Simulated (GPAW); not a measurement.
**Optical response of Mg**

Aim: the dielectric function of Mg, and the optical constants that follow from it.

Program: GPAW 26.7.0. Level of theory: DFT, PBE, plane-wave PAW (GPAW data sets), scalar-relativistic, RPA, optical limit. Results are calculated unless marked as measured.

## (1) The structure

It takes space group P6_3/mmc (No. 194, hexagonal). Conventional cell: a = 3.209 Å, b = 3.209 Å, c = 5.210 Å, α = 90.00°, β = 90.00°, γ = 120.00°. Nearest to Mg lie 12 Mg at 3.20 to 3.21 Å.

Structure file:

```xyz
2
Lattice="3.2093 0.0000 0.0000 -1.6046 2.7793 0.0000 0.0000 0.0000 5.2103" Properties=species:S:1:pos:R:3 pbc="T T T"
Mg    1.6047    0.9264    3.9077
Mg    0.0000    1.8529    1.3026
```

## (2) Bands for the response

At the fixed density, many empty bands are solved on the mesh of the response, since the spectrum sums over them.

This step: DFT, PBE, plane-wave PAW (GPAW data sets), scalar-relativistic, bands at fixed density (GPAW 26.7.0).

nscf.py reads:

```python
from ase.dft.bandgap import bandgap
from gpaw import GPAW, FermiDirac

calc = GPAW('gs.gpw').fixed_density(kpts={'size': (18, 18, 9), 'gamma': True}, nbands=40, convergence={'bands': 34},
                                    occupations=FermiDirac(0.05), txt='nscf.txt')
print('gap (eV)', bandgap(calc, output=None)[0])
print('direct gap (eV)', bandgap(calc, direct=True, output=None)[0])
print('top band over the Fermi level (eV)', min(calc.get_eigenvalues(kpt=k)[33] for k in range(len(calc.get_ibz_k_points()))) - calc.get_fermi_level())
calc.write('full.gpw', mode='all')
```

Launch:

```
OMP_NUM_THREADS=1 python nscf.py
```

Numbers of over 12 decimals in the logs are rounded to 6 here.

Output:

```text
Diagonalizing LCAO Hamiltonian
Converting LCAO to pw mode
convergence criteria:
- Maximum integral of absolute [eigenst]ate change: 4e-08 eV^2 / valence electron
maximum number of iterations: 150

SCF iterations
|iter     |      energy | eigst |  dens |
|iter:   1||             | +3.44 |       |
|iter:   2||             | +2.17 |       |
|iter:   3||             | +1.30 |       |
|iter:   4||             | +0.58 |       |
|iter:   5||             | +0.04 |       |
|iter:   6||             | -0.50 |       |
|iter:   7||             | -0.97 |       |
|iter:   8||             | -1.46 |       |
|iter:   9||             | -1.94 |       |
|iter:  10||             | -2.43 |       |
|iter:  11||             | -2.91 |       |
|iter:  12||             | -3.40 |       |
|iter:  13||             | -3.91 |       |
|iter:  14||             | -4.47 |       |
|iter:  15||             | -5.05 |       |
|iter:  16||             | -5.58 |       |
|iter:  17||             | -6.07 |       |
|iter:  18||             | -6.57 |       |
|iter:  19||             | -7.02 |       |
|iter:  20||             | -7.52c|       |
SCF steps: 20
  __  _  _
 | _ |_)|_||  |
 |__||  | ||/\| - 26.7.0

Versions:
  Python: 3.12.14
  ASE:    3.29.0
  Numpy:  2.5.5
  Scipy:  1.18.1
  Libxc:  7.0.0

Input parameters:
  mode=PW(ecut=500.0),
  convergence={'bands': 34},
  gpts=array([18, 18, 27]),
  kpts=MonkhorstPack(size=(18, 18, 9), gamma=True),
  maxiter=150,
  nbands=40,
  occupations=Occupations(name='fermi-dirac', width=0.05, fixmagmom=False),
  parallel={},
  xc=XC(name='PBE')

--- standard output ---
gap (eV) 0.0
direct gap (eV) 0.0
top band over the Fermi level (eV) 24.575825
```

Run time: 8 min. Hardware: 1 thread of Arm Neoverse V1, shared host; peak memory 0.42 GiB.

## (3) Dielectric function, RPA

Transitions between filled and empty bands, summed over the zone, give the optical response, so mesh, band count and broadening shape it.

The induced potential is part of this response.

This step: DFT, PBE, plane-wave PAW (GPAW data sets), scalar-relativistic, RPA, optical limit (GPAW 26.7.0).

df.py reads:

```python
from gpaw.response.df import DielectricFunction

df = DielectricFunction('full.gpw', frequencies={'type': 'nonlinear', 'domega0': 0.03, 'omega2': 8},
                        ecut=50,
                        eta=0.15,
                        nbands=34,
                        rate=0.05,
                        txt='df.txt')
for direction in ['x', 'z']:
    df.get_dielectric_function(xc='RPA', direction=direction, filename=f'df_{direction}.csv')
```

Launch:

```
OMP_NUM_THREADS=1 python df.py
```

Output:

```text
Using integrator: PointIntegrator
NonLinearFrequencyDescriptor(from 0.000 to 110.490 eV, 549 points)
Nonperiodic BCs:  [False False False]
Using integrator: PointIntegrator
NonLinearFrequencyDescriptor(from 0.000 to 110.490 eV, 549 points)
Nonperiodic BCs:  [False False False]
Using integrator: PointIntegrator

Calculating chi0 body with:
    Ground state adapter containing:
    Number of spins: 1
    Number of kpoints: 2916
    Number of irreducible kpoints: 293
    Number of completely occupied states: 8
    Number of partially occupied states: 12

    Linear response parametrization:
    q_c: [0.0, 0.0, 0.0]
    Number of frequency points: 549
    Planewave cutoff: 50.0
    Number of bands: 34
    Number of planewaves: 37
    Broadening (eta): 0.15

Integrating chi0 body.

Symmetries of q_c:
    Direct symmetries (Uq -> q): 12
    Indirect symmetries (TUq -> q): 0
In total 12 allowed symmetries.

293 groups of equivalent kpoints. 89.951989% reduction.

Integral kind: spectral function

Calculating chi0 optical extensions with:
    Ground state adapter containing:
    Number of spins: 1
    Number of kpoints: 2916
    Number of irreducible kpoints: 293
    Number of completely occupied states: 8
    Number of partially occupied states: 12

    Linear response parametrization:
    Number of frequency points: 549
    Planewave cutoff: 50.0
    Number of bands: 34
    Number of planewaves: 37
    Broadening (eta): 0.15
Integrating chi0 head and wings.

Symmetries of q_c:
    Direct symmetries (Uq -> q): 12
    Indirect symmetries (TUq -> q): 0
In total 12 allowed symmetries.

293 groups of equivalent kpoints. 89.951989% reduction.

Integral kind: spectral function wings

Calculating drude chi0 with:
    Number of frequency points:549
    Plasma frequency decay rate: 0.05 eV

    Ground state adapter containing:
    Number of spins: 1
    Number of kpoints: 2916
    Number of irreducible kpoints: 293
    Number of completely occupied states: 8
    Number of partially occupied states: 12

Symmetries of q_c:
    Direct symmetries (Uq -> q): 12
    Indirect symmetries (TUq -> q): 0
In total 12 allowed symmetries.

293 groups of equivalent kpoints. 89.951989% reduction.

Integral kind: intraband
Plasma frequency:
[[6.92-0.j 0.  +0.j 0.  +0.j]
 [0.  +0.j 6.92-0.j 0.  -0.j]
 [0.  +0.j 0.  -0.j 7.49-0.j]]
```

The job ended after 52 s (1 thread; peak memory 0.22 GiB).

Numbers from this step:

| Item | Value |
| --- | --- |
| centre of weight of the strongest loss peak in the window | 10.41 eV |

The Im ε has structure finer than the step of the table below, so its rows give means over 0.5 eV, whole bins alone (the curve runs from 0.305 to 14.0 eV). Peaks (eV: height): E ∥ x 0.72: 143.

Sum at mesh points, not converged in k. Table of Im ε by photon energy; means over each step:

| photon energy (eV) | E ∥ x | E ∥ z |
| --- | --- | --- |
| 1.0 | 72.7 | 56.0 |
| 1.5 | 19.6 | 14.5 |
| 2.0 | 7.66 | 6.19 |
| 2.5 | 3.73 | 3.89 |
| 3.0 | 2.08 | 1.89 |
| 3.5 | 1.27 | 1.06 |
| 4.0 | 0.837 | 0.681 |
| 4.5 | 0.556 | 0.556 |
| 5.0 | 0.417 | 0.421 |
| 5.5 | 0.301 | 0.283 |
| 6.0 | 0.260 | 0.212 |
| 6.5 | 0.189 | 0.161 |
| 7.0 | 0.161 | 0.145 |
| 7.5 | 0.136 | 0.128 |
| 8.0 | 0.119 | 0.0930 |
| 8.5 | 0.0903 | 0.0746 |
| 9.0 | 0.0869 | 0.0632 |
| 9.5 | 0.0693 | 0.0713 |
| 10.0 | 0.0677 | 0.0625 |
| 10.5 | 0.0532 | 0.0445 |
| 11.0 | 0.0506 | 0.0437 |
| 11.5 | 0.0411 | 0.0423 |
| 12.0 | 0.0396 | 0.0397 |
| 12.5 | 0.0344 | 0.0344 |
| 13.0 | 0.0329 | 0.0280 |
| 13.5 | 0.0285 | 0.0266 |

Values under 1 per cm are given as 1; sum at mesh points, not converged in k. The absorption coefficient by photon energy:

| photon energy (eV) | E ∥ x (1/cm) | E ∥ z (1/cm) |
| --- | --- | --- |
| 0.5 | 5.7e5 | 8.0e5 |
| 1.0 | 9.9e5 | 1.0e6 |
| 1.5 | 1.0e6 | 1.1e6 |
| 2.0 | 1.0e6 | 1.0e6 |
| 2.5 | 1.0e6 | 1.1e6 |
| 3.0 | 1.0e6 | 1.1e6 |
| 3.5 | 1.0e6 | 1.0e6 |
| 4.0 | 9.9e5 | 1.0e6 |
| 4.5 | 9.6e5 | 9.8e5 |
| 5.0 | 9.4e5 | 9.7e5 |
| 5.5 | 9.0e5 | 9.4e5 |
| 6.0 | 8.7e5 | 9.1e5 |
| 6.5 | 8.3e5 | 8.6e5 |
| 7.0 | 7.9e5 | 8.2e5 |
| 7.5 | 7.3e5 | 7.8e5 |
| 8.0 | 6.8e5 | 7.3e5 |
| 8.5 | 6.1e5 | 6.6e5 |
| 9.0 | 5.3e5 | 5.8e5 |
| 9.5 | 4.3e5 | 4.8e5 |
| 10.0 | 3.1e5 | 3.9e5 |
| 10.5 | 1.4e5 | 2.2e5 |
| 11.0 | 85929 | 91341 |
| 11.5 | 52878 | 62373 |
| 12.0 | 48408 | 50425 |
| 12.5 | 38639 | 41408 |
| 13.0 | 35554 | 30862 |
| 13.5 | 29468 | 28596 |

Sum at mesh points, not converged in k. The reflectivity at normal incidence by photon energy; read off at these points:

| photon energy (eV) | E ∥ x (%) | E ∥ z (%) |
| --- | --- | --- |
| 0.50 | 89.0 | 90.7 |
| 1.00 | 88.2 | 91.9 |
| 1.50 | 89.7 | 92.5 |
| 2.00 | 90.4 | 92.1 |
| 2.50 | 90.6 | 90.8 |
| 3.00 | 90.6 | 92.3 |
| 3.50 | 90.5 | 92.9 |
| 4.00 | 90.3 | 92.6 |
| 4.24 | 91.2 | 92.2 |
| 4.50 | 90.8 | 91.6 |
| 5.00 | 90.4 | 91.2 |
| 5.50 | 90.3 | 91.6 |
| 6.00 | 88.6 | 91.7 |
| 6.50 | 89.1 | 91.6 |
| 7.00 | 87.7 | 89.8 |
| 7.50 | 86.6 | 88.5 |
| 8.00 | 84.6 | 89.4 |
| 8.50 | 84.9 | 88.3 |
| 9.00 | 79.7 | 86.9 |
| 9.50 | 77.8 | 79.6 |
| 10.00 | 66.0 | 76.0 |
| 10.50 | 46.2 | 66.1 |
| 11.00 | 24.8 | 32.4 |
| 11.50 | 15.3 | 19.0 |
| 12.00 | 10.9 | 13.3 |
| 12.50 | 7.75 | 9.57 |
| 13.00 | 5.99 | 7.09 |
| 13.50 | 4.62 | 5.35 |

The Im ε, E ∥ x has structure finer than the step of the table below, so its rows give means over 0.25 eV, whole bins alone (the curve runs from 0.305 to 14.0 eV). Peaks (eV: height): without local fields 0.716: 146; with local fields 0.716: 143.

Sum at mesh points, not converged in k. Im ε, E ∥ x against photon energy; means over each step:

| photon energy (eV) | without local fields | with local fields |
| --- | --- | --- |
| 0.50 | 111 | 109 |
| 0.75 | 130 | 127 |
| 1.00 | 67.3 | 67.0 |
| 1.25 | 33.3 | 33.4 |
| 1.50 | 18.8 | 18.8 |
| 1.75 | 11.6 | 11.7 |
| 2.00 | 7.31 | 7.40 |
| 2.25 | 5.07 | 5.14 |
| 2.50 | 3.62 | 3.67 |
| 2.75 | 2.66 | 2.71 |
| 3.00 | 2.03 | 2.07 |
| 3.25 | 1.55 | 1.58 |
| 3.50 | 1.26 | 1.28 |
| 3.75 | 0.986 | 1.01 |
| 4.00 | 0.831 | 0.853 |
| 4.25 | 0.635 | 0.650 |
| 4.50 | 0.543 | 0.553 |
| 4.75 | 0.484 | 0.494 |
| 5.00 | 0.405 | 0.418 |
| 5.25 | 0.326 | 0.333 |
| 5.50 | 0.295 | 0.300 |
| 5.75 | 0.278 | 0.282 |
| 6.00 | 0.256 | 0.264 |
| 6.25 | 0.212 | 0.218 |
| 6.50 | 0.183 | 0.187 |
| 6.75 | 0.171 | 0.174 |
| 7.00 | 0.157 | 0.162 |
| 7.25 | 0.141 | 0.144 |
| 7.50 | 0.132 | 0.135 |
| 7.75 | 0.128 | 0.131 |
| 8.00 | 0.115 | 0.120 |
| 8.25 | 0.0965 | 0.101 |
| 8.50 | 0.0855 | 0.0882 |
| 8.75 | 0.0875 | 0.0900 |
| 9.00 | 0.0843 | 0.0884 |
| 9.25 | 0.0721 | 0.0760 |
| 9.50 | 0.0654 | 0.0680 |
| 9.75 | 0.0670 | 0.0694 |
| 10.00 | 0.0651 | 0.0685 |
| 10.25 | 0.0568 | 0.0608 |
| 10.50 | 0.0487 | 0.0515 |
| 10.75 | 0.0504 | 0.0526 |
| 11.00 | 0.0480 | 0.0516 |
| 11.25 | 0.0405 | 0.0435 |
| 11.50 | 0.0384 | 0.0402 |
| 11.75 | 0.0408 | 0.0429 |
| 12.00 | 0.0369 | 0.0400 |
| 12.25 | 0.0321 | 0.0344 |
| 12.50 | 0.0326 | 0.0344 |
| 12.75 | 0.0329 | 0.0351 |
| 13.00 | 0.0303 | 0.0329 |
| 13.25 | 0.0274 | 0.0298 |
| 13.50 | 0.0262 | 0.0282 |
| 13.75 | 0.0261 | 0.0283 |

The loss function −Im 1/ε at q → 0 has structure finer than the step of the table below, so its rows give means over 0.5 eV, whole bins alone (the curve runs from 0.305 to 14.0 eV). Peaks (eV: height): E ∥ x 10.45: 18.6; E ∥ z 10.66: 23.4.

Sum at mesh points, not converged in k. The loss function −Im 1/ε at q → 0 by energy loss; means over each step:

| energy loss (eV) | E ∥ x | E ∥ z |
| --- | --- | --- |
| 1.0 | 0.00578 | 0.00393 |
| 1.5 | 0.00779 | 0.00560 |
| 2.0 | 0.00998 | 0.00836 |
| 2.5 | 0.0127 | 0.0120 |
| 3.0 | 0.0156 | 0.0125 |
| 3.5 | 0.0192 | 0.0140 |
| 4.0 | 0.0233 | 0.0176 |
| 4.5 | 0.0280 | 0.0255 |
| 5.0 | 0.0352 | 0.0307 |
| 5.5 | 0.0441 | 0.0351 |
| 6.0 | 0.0618 | 0.0430 |
| 6.5 | 0.0749 | 0.0540 |
| 7.0 | 0.107 | 0.0812 |
| 7.5 | 0.157 | 0.116 |
| 8.0 | 0.237 | 0.144 |
| 8.5 | 0.361 | 0.220 |
| 9.0 | 0.737 | 0.409 |
| 9.5 | 1.75 | 1.13 |
| 10.0 | 6.85 | 2.81 |
| 10.5 | 13.8 | 14.9 |
| 11.0 | 3.81 | 7.82 |
| 11.5 | 1.14 | 1.82 |
| 12.0 | 0.610 | 0.848 |
| 12.5 | 0.339 | 0.446 |
| 13.0 | 0.242 | 0.250 |
| 13.5 | 0.164 | 0.175 |

From ε follow the optical constants at some laser and lamp lines:

| wavelength (nm) | n x | k x | R (%) x | 1/α x | n z | k z | R (%) z | 1/α z |
| --- | --- | --- | --- | --- | --- | --- | --- | --- |
| 1550 | 5.58 | 11.008 | 86.4 | 11 nm | 3.97 | 12.344 | 91.0 | 10.0 nm |
| 800 | 1.28 | 6.626 | 89.6 | 9.6 nm | 0.93 | 6.737 | 92.4 | 9.5 nm |
| 450 | 0.36 | 3.695 | 90.7 | 9.7 nm | 0.34 | 3.811 | 91.7 | 9.4 nm |
| 365 | 0.24 | 2.931 | 90.6 | 9.9 nm | 0.20 | 3.033 | 92.4 | 9.6 nm |
| 308 | 0.17 | 2.422 | 90.4 | 10 nm | 0.14 | 2.470 | 92.6 | 9.9 nm |
| 248 | 0.11 | 1.852 | 90.4 | 11 nm | 0.11 | 1.919 | 91.2 | 10 nm |
| 193 | 0.07 | 1.284 | 89.4 | 12 nm | 0.06 | 1.340 | 91.6 | 11 nm |

A polished face would reflect 91 % of daylight and look near white (CIE x = 0.313, y = 0.328 under D65).

## (4) Results

```json
{
 "centre of weight of the strongest loss peak in the window, first axis": "10.4 eV"
}
```

What this shows: At this level (PBE, RPA) Mg is a metal. The mesh is too coarse to trust the carriers' weight, the reflectivity or the colour to better than tens of per cent. A polished face would reflect 91 % of daylight and look near white (CIE x = 0.313, y = 0.328 under D65). The carriers' damping of 0.05 eV is typed, not computed; it shapes the response at the lowest energies. GPAW's carrier term has the form −ωp²/(ω + i·rate)², which damps like twice the rate and fails at low energy, so the curves leave the lowest energies out. The sum runs over mesh points 0.13 Å⁻¹ apart with no interpolation, so peaks are partly noise of the mesh, and the Drude plasma energy, a sum over the Fermi surface, isn't converged.

[Machine, clock and banner lines and Python warnings are left out of the logs.]

[Logs are printed without paths, hosts, clocks, repeated set-up lines and the standing remarks that a program may print on its own settings, such as how far it seeks lower states.]

[Hosts, paths, dates, database ids (printed as entryN), source tags and the programs' standing remarks are cut or masked in the printed files.]
